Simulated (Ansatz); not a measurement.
# Meshes and cutoff for the phonons of SiC (Moissanite, P6_3mc)

Wanted: convergence of the phonons of SiC (Moissanite, P6_3mc) against cost.

Calculated with Ansatz 0.2.0; DFT LDA, scalar-relativistic, plane waves, PAW; PAW set soft_1.

## (1) Set-up

The structure is hexagonal, space group P6_3mc (No. 186). The conventional cell has a = 3.056 Å, b = 3.056 Å, c = 5.016 Å, α = 90.00°, β = 90.00°, γ = 120.00°. Nearest to Si lie 4 C at 1.87 to 1.89 Å. Nearest to C lie 4 Si at 1.87 to 1.89 Å. Farther neighbours are not listed.

## (2) Relaxing to small forces for the phonons

Phonons need a cell at rest on their own settings, so the relaxation is repeated with tight tolerances on forces and stress on the k mesh and occupations of the first response run.

Input file input.yaml:

```yaml
crystal:
  lattice:
    - [3.0563378519, 0.0, 0.0]
    - [-1.5281689259, 2.6468662223, 0.0]
    - [0.0, 0.0, 5.0162290189]
  atoms:
    - { symbol: Si, position: [0.3333333333, 0.6666666667, 0.0045995749] }
    - { symbol: Si, position: [0.6666666667, 0.3333333333, 0.5045995749] }
    - { symbol: C, position: [0.3333333333, 0.6666666667, 0.3804004251] }
    - { symbol: C, position: [0.6666666667, 0.3333333333, 0.8804004251] }
kpoints:
  mp_grid: { grid: [9, 9, 6] }
hamiltonian:
  xc: lda
  pseudopotentials: { kind: paw, azcp: { folder: soft_1 }, xc_functional: pbe }
scf:
  occupations: { method: fixed }
output:
  forces: true
  stress: true
  eigenvalues: true
relax:
  adjacent_minimum: "off"
  f_tol: 0.001
  max_steps: 60
  cell: { stress_tol: 0.01 }
```

Launch:

```sh
$ ansatz run input.yaml --threads 8 --pin off --max-ram 16384MiB --backend cpu --events-out ev --progress --plain --runs-dir out
```

Numbers of over 12 decimals in the logs are rounded to 6 here.

The log of the run:

```text
Engine: ansatz 0.2.0, aarch64-unknown-linux-gnu
Pseudopotentials: kind: paw
Pseudopotential: Si, paw, valence charge 4, recommended cutoff 420 eV (normal), soft_1/Si.paw.azcp
Pseudopotential: C, paw, valence charge 4, recommended cutoff 420 eV (normal), soft_1/C.paw.azcp
Functional definition: SPW92
  exchange = slater_x
  correlation = pw_c
Crystal: 4 atoms, lattice volume = 40.580 Å³
[...]
cell:  # Å, volume = 40.5801 Å³
    - [3.056452, -2.886867309033727e-11, 0]
    - [-1.528226, 2.646965, 0]
    - [0, 0, 5.015881]
  atoms:
    - { symbol: Si, position: [0.333333, 0.666667, 0.00458967] }
    - { symbol: Si, position: [0.666667, 0.333333, 0.504590] }
    - { symbol: C, position: [0.333333, 0.666667, 0.380410] }
    - { symbol: C, position: [0.666667, 0.333333, 0.880410] }
[key lines of the parts left out:]
SCF converged after 4 iterations
Free energy (F): -1704.400982 eV
Fermi energy:    9.640295 eV
P = ⅓ Tr σ = 0.0011 GPa (0.011 kbar)
```

Elapsed: 1.6 s, on 8 threads of Arm Neoverse V1, shared host; peak memory 0.36 GiB; 10 s of CPU time.

Little changed from the start: no atom moved by 0.005 Å and no cell edge by 0.1 %.

Numbers from this step:

```
pressure           : 0.001134 GPa
gap on the k-mesh  : 2.132 eV
volume per atom    : 10.15 Å³
direct gap on mesh : 3.959 eV
```

The largest force component left is 0.53 meV/Å and the pressure is 0.001 GPa, within the tolerances set. The cell now holds 10.15 Å³/atom.

## (3) Response at finite wavevector

Stability and thermal properties need the whole zone. Linear response on a 3×3×2 q mesh gives force constants as far as a supercell of that size would, and the tensors from the zone-centre run are typed in so that the long-range dipole term is interpolated apart.

Input file input.yaml:

```yaml
crystal:
  lattice:
    - [3.0564521919, 0.0, 0.0]
    - [-1.5282260959, 2.6469652437, 0.0]
    - [0.0, 0.0, 5.0158810915]
  atoms:
    - { symbol: Si, position: [0.3333333333, 0.6666666667, 0.0045896652] }
    - { symbol: Si, position: [0.6666666667, 0.3333333333, 0.5045896652] }
    - { symbol: C, position: [0.3333333333, 0.6666666667, 0.3804103348] }
    - { symbol: C, position: [0.6666666667, 0.3333333333, 0.8804103348] }
kpoints:
  mp_grid: { grid: [9, 9, 6] }
hamiltonian:
  xc: lda
  pseudopotentials: { kind: paw, azcp: { folder: soft_1 }, xc_functional: pbe }
scf:
  occupations: { method: fixed }
output:
  eigenvalues: true
phonons:
  method: dfpt
  qmesh: [3, 3, 2]
  temperatures: { t_max: 1000, t_step: 50 }
  qpath:
    path:
      - [[0.0, 0.0, 0.0], [0.5, 0.0, 0.0], [0.33333333, 0.33333333, 0.0], [0.0, 0.0, 0.0], [0.0, 0.0, 0.5], [0.5, 0.0, 0.5], [0.33333333, 0.33333333, 0.5], [0.0, 0.0, 0.5]]
      - [[0.5, 0.0, 0.5], [0.5, 0.0, 0.0]]
      - [[0.33333333, 0.33333333, 0.5], [0.33333333, 0.33333333, 0.0]]
    npoints: 10
  non_analytic_term:
    high_frequency_dielectric_tensor: [[6.8872, 0.0, 0.0], [0.0, 6.8872, 0.0], [0.0, 0.0, 7.2466]]
    born_effective_charges:
      - { species: Si, tensor: [[2.6932, 0.0, 0.0], [0.0, 2.6932, 0.0], [0.0, 0.0, 2.8927]] }
      - { species: Si, tensor: [[2.6932, 0.0, 0.0], [0.0, 2.6932, 0.0], [0.0, 0.0, 2.8927]] }
      - { species: C, tensor: [[-2.6932, 0.0, 0.0], [0.0, -2.6932, 0.0], [0.0, 0.0, -2.8927]] }
      - { species: C, tensor: [[-2.6932, 0.0, 0.0], [0.0, -2.6932, 0.0], [0.0, 0.0, -2.8927]] }
    source: "zone-centre run at this cell"
```

The log of the run:

```text
Warning: phonons: the dynamical matrix that this run interpolates holds no multipole term above the dipole-dipole one, and a site of this crystal is no centre of inversion, so its interpolated transverse optical and acoustic branches and sound speeds can stay off near Gamma, and the density of states and the thermodynamics with them. What a run solves at a wave vector of phonons.qpoints, Gamma apart, where the deck admits one, is free of this, and under fd what a larger phonons.supercell samples
[...]
Crystal: 4 atoms, lattice volume = 40.580 Å³
Basis set: ecut = 420 eV, 785 PW (Γ), exchange–correlation on 48×48×72 points (8 copies of the dense FFT grid, shifted against one another)
Bands: 12, of which v1, the nominal top of the filled ones, is band 8 counted from 1 (7 counted from 0)
Symmetry: 12 space group operations
k-points: 48 of 486 (time reversal used)
[...]
SCF iter   1: F=—  HF=-1707.608941 eV  |F-HF|=—  |Δ(HF+E_count)|=         —  Δρ=1.42e-1  dr2=9.81e0  ethr=3.10e-3  ⟨swp⟩=4.3  Hψ=3364  notcnv=0  defer=81
[...]
SCF iter   9: F=-1704.400983 eV  HF=-1704.400983 eV  |F-HF|=0.00e0  |Δ(HF+E_count)|=  4.75e-11  Δρ=4.95e-8  dr2=6.69e-13  ethr=1.00e-12  ⟨swp⟩=6.8  Hψ=4207  notcnv=0
SCF 1 converged in 9 iterations: F = -1704.400983 eV  dr2 = 6.69e-13
[...]
NSCF: frozen V_eff on 48 k-points
[...]
DFPT response loops at q = (0, 0, 0) (fractional): preconditioner auto → Resta (q_TF=auto, 2.336 Å⁻¹)  ε∞=5.3 (no band partly filled); β = 1.00, the filter's whole step (`scf.mixing.beta` (0.50) is not read by the response loops at its default; to damp them type it under 1.00, their step now; it binds the ground state too); Broyden in place of MSR1
[...]
SCF converged after 9 iterations
Free energy (F): -1704.400983 eV
[...]
Internal energy: -1704.400983 eV  (E = F + TS)
E sigma→0 (E₀):  -1704.400983 eV
Fermi energy:    9.640295 eV
[...]
--- Band table (eV; the first three rows and the last of 48) ---
  k-point 0: bands = [... 4 lower, 8.3135, 9.5272, 9.6403, 9.6403, 14.5561, 16.0401, 16.3136, 16.3136]
  k-point 1: bands = [... 4 lower, 8.3901, 8.7976, 9.5369, 9.5369, 14.6798, 16.3576, 16.3576, 16.5554]
  k-point 2: bands = [... 4 lower, 8.6071, 8.6071, 9.2665, 9.2665, 15.0451, 16.3698, 16.5589, 16.5589]
  k-point 47: bands = [... 4 lower, 3.8725, 3.8725, 7.8884, 7.8884, 14.7522, 14.7522, 15.5837, 15.5837]
--- Phonons (Γ-DFPT): 4 representative perturbations + reference (Σ response iterations 12) ---
  ASR residual: 2.294e-5 → 0.000e0 eV/Å²; symmetrization residual: 5.194e-7 eV/Å²
  ASR residual per site (eV/Å²): 8.64e-6 8.64e-6 2.29e-5 2.29e-5
  Γ frequencies (cm⁻¹): 0.00 0.00 0.00 257.92 257.92 599.35 767.87 767.87 771.24 801.36 801.36 841.07
--- Phonons (arbitrary-q DFPT): 6 irreducible q on the 3×3×2 mesh ---
  q = [0.0000, 0.0000, 0.0000] (star 1, of the zone-centre solve; hermiticity 3.74e-8, symmetrization 7.86e-12): -0.00 0.00 0.00 257.92 257.92 599.35 767.87 767.87 771.24 801.36 801.36 841.07
  q = [0.0000, 0.0000, -0.5000] (star 1, 4 solved perturbations in 404 linear systems a pass and spin channel, the states on 140 of 486 k-point pairs; hermiticity 3.77e-8, symmetrization 8.50e-11): 194.47 194.47 194.47 194.47 401.64 401.64 783.43 783.43 783.43 783.43 916.62 916.62
  q = [0.0000, 0.3333, 0.0000] (star 6, 12 solved perturbations on 270 of 486 k-point pairs; hermiticity 3.10e-8, symmetrization 2.26e-8): 232.91 271.43 346.22 441.94 468.50 543.96 752.98 764.63 778.71 785.13 856.18 907.03
[...]
sum rule: each row above includes the acoustic sum rule's correction from the zone centre's row sums; it moved no ω² by more than (0.72 cm⁻¹)²
  mesh force constants: q→R imaginary residual 0.00e0; ASR residual 2.294e-5 → 0.000e0 eV/Å²; symmetrization residual 1.776e-14 eV/Å²
  interpolated dispersion: 94 rows × 12 modes
  density of states and harmonic sums: on the 24×24×12 q-mesh, interpolated from the force constants of a 3×3×2 supercell (with the dipole–dipole term of supplied tensors)
  largest difference from the sums on the solved wave vectors: F 2.23e-2 eV, S 3.68e-5 and C_V 1.41e-5 eV/K
  zero-point energy: 0.443817 eV/cell   skipped modes (ω ≤ 0): 3   left out of the sums: 3.62e-5 of the cell's modes: C_V's classical limit lies that fraction below 3 k_B per atom; for a crystal, a wire or a layer, F and S can be off by more, and a phonons.interpolated_qmesh denser along its periods is the remedy for the sampling
```

It took 49 s on 8 threads; peak memory 0.62 GiB.

Numbers from this step:

- sum-rule residual before enforcement: 2.29e-5 eV/Å²
- lowest frequency on the path: 0 cm⁻¹
- point group: 6mm
- highest frequency on the path or at a solved wavevector: 972.5 cm⁻¹
- highest optical mode at the zone centre (no LO-TO term): 841.1 cm⁻¹
- lowest optical zone-centre mode: 257.9 cm⁻¹
- lowest mode on the q mesh (acoustic modes at Γ apart): 194.5 cm⁻¹

Frequencies (cm⁻¹) solved at each irreducible wavevector; negative means imaginary. Frequencies by wavevector, by row:

```
q in reciprocal lattice units  star  mode 1  mode 2  mode 3  mode 4  mode 10  mode 11  mode 12
                        0 0 0     1       0       0       0   257.9    801.4    801.4    841.1
                     0 0 -0.5     1   194.5   194.5   194.5   194.5    783.4    916.6    916.6
                   0 0.3333 0     6   232.9   271.4   346.2   441.9    785.1    856.2      907
                0 0.3333 -0.5     6     304     304   324.2   324.2    783.3    877.6    877.6
              0.3333 0.3333 0     2     396     396   415.3   474.5    814.6    836.1    853.9
           0.3333 0.3333 -0.5     2   304.9   304.9   450.1   450.1    797.5      845      845
```

Interpolated from a 3×3×2 q mesh, with the LO-TO term (at Γ the limit along the path; where Γ stands inside the path, tables give the limit on arrival). The phonon branches at the labelled points (cm⁻¹):

```
    point  branch 1  branch 2  branch 3  branch 4  branch 9  branch 10  branch 11  branch 12
        Γ         0         0         0       258       771        801        841        972
  halfway       195       212       317       355       776        792        852        932
        M       260       339       377       430       777        790        858        866
  halfway       330       357       415       431       796        804        848        861
        K       396       396       415       474       815        815        836        854
  halfway       242       249       352       380       779        796        851        917
        Γ         0         0         0       258       771        801        841        972
  halfway       109       109       214       243       796        796        869        951
        A       194       194       194       194       783        783        917        917
  halfway       276       276       319       319       786        786        893        893
        L       324       324       326       326       792        792        847        847
  halfway       308       308       392       392       797        797        844        844
        H       305       305       450       450       798        798        845        845
  halfway       308       308       323       323       784        784        884        884
        A       194       194       194       194       783        783        917        917
jump to L       324       324       326       326       792        792        847        847
  halfway       282       324       363       378       776        792        851        859
        M       260       339       377       430       777        790        858        866
jump to H       305       305       450       450       798        798        845        845
  halfway       343       343       427       468       807        807        839        851
        K       396       396       415       474       815        815        836        854
```

Symmetry leaves 6 wavevectors to solve. The lowest mode among them, the acoustic zeros apart, lies at q = (0, 0, -0.5) and is real, 194 cm⁻¹.

## (4) Another q mesh, k-mesh 10×10×6, q mesh 2×2×1

The q mesh is changed to 2×2×1, to see how far the force constants must reach; the k mesh is 10×10×6, against 9×9×6 in the base run, so that the q mesh divides it.

input.yaml, as its differences from that of step 3:

```diff
@@ -11,3 +11,3 @@
 kpoints:
-  mp_grid: { grid: [9, 9, 6] }
+  mp_grid: { grid: [10, 10, 6] }
 hamiltonian:
@@ -21,3 +21,3 @@
   method: dfpt
-  qmesh: [3, 3, 2]
+  qmesh: [2, 2, 1]
   temperatures: { t_max: 1000, t_step: 50 }
```

The log of the run:

```text
[...]
Crystal: 4 atoms, lattice volume = 40.580 Å³
Basis set: ecut = 420 eV, 785 PW (Γ), exchange–correlation on 48×48×72 points (8 copies of the dense FFT grid, shifted against one another)
Bands: 12, of which v1, the nominal top of the filled ones, is band 8 counted from 1 (7 counted from 0)
Symmetry: 12 space group operations
k-points: 56 of 600 (time reversal used)
[...]
SCF iter   1: F=—  HF=-1707.608969 eV  |F-HF|=—  |Δ(HF+E_count)|=         —  Δρ=1.42e-1  dr2=9.81e0  ethr=3.10e-3  ⟨swp⟩=4.3  Hψ=3933  notcnv=0  defer=95
[...]
SCF iter   9: F=-1704.401254 eV  HF=-1704.401254 eV  |F-HF|=6.82e-13  |Δ(HF+E_count)|=  4.46e-11  Δρ=5.27e-8  dr2=7.97e-13  ethr=1.00e-12  ⟨swp⟩=6.9  Hψ=4995  notcnv=0
SCF 1 converged in 9 iterations: F = -1704.401254 eV  dr2 = 7.97e-13
[...]
SCF converged after 9 iterations
Free energy (F): -1704.401254 eV
[...]
Internal energy: -1704.401254 eV  (E = F + TS)
E sigma→0 (E₀):  -1704.401254 eV
Fermi energy:    9.640145 eV
[...]
--- Band table (eV; the first three rows and the last of 56) ---
  k-point 0: bands = [... 4 lower, 8.3134, 9.5270, 9.6401, 9.6401, 14.5560, 16.0400, 16.3136, 16.3136]
  k-point 1: bands = [... 4 lower, 8.3900, 8.7975, 9.5368, 9.5368, 14.6798, 16.3576, 16.3576, 16.5553]
  k-point 2: bands = [... 4 lower, 8.6070, 8.6070, 9.2664, 9.2664, 15.0451, 16.3698, 16.5589, 16.5589]
  k-point 55: bands = [... 4 lower, 4.0940, 4.0940, 7.8386, 7.8386, 14.6002, 14.6002, 15.8422, 15.8422]
[...]
ASR residual: 2.200e-5 → 0.000e0 eV/Å²; symmetrization residual: 4.110e-7 eV/Å²
  ASR residual per site (eV/Å²): 1.15e-5 1.15e-5 2.20e-5 2.20e-5
[...]
--- Phonons (arbitrary-q DFPT): 2 irreducible q on the 2×2×1 mesh ---
[...]
interpolated dispersion: 94 rows × 12 modes
[...]
```

The job ended after 10 s (8 threads; peak memory 0.53 GiB; 74 s of CPU time).

Numbers from this step:

```yaml
gap_on_the_k_mesh: 2.292 eV
sum_rule_residual_before_enforcement: 2.20e-5 eV/Å²
lowest_mode_on_the_q_mesh_acoustic_modes_at_gamma_apart: 257.9 cm⁻¹
highest_frequency_at_a_solved_wavevector_no_lo_to_term_at_gamma: 860.6 cm⁻¹
```

Frequencies (cm⁻¹) solved at each irreducible wavevector; negative means imaginary. Frequencies by wavevector, by row:

```
q in reciprocal lattice units  star  mode 1  mode 2  mode 3  mode 4  mode 10  mode 11  mode 12
                        0 0 0     1       0       0       0   257.9    801.3    801.3    841.1
                     0 -0.5 0     3   258.4   342.3     362   438.2    789.7    849.5    860.6
```

(Part 1 of 4 ends here.)

[Logs are printed without paths, hosts, clocks, repeated set-up lines and the standing remarks that a program may print on its own settings, such as how far it seeks lower states.]

[Hosts, paths, dates, database ids (printed as entryN), source tags and the programs' standing remarks are cut or masked in the printed files.]
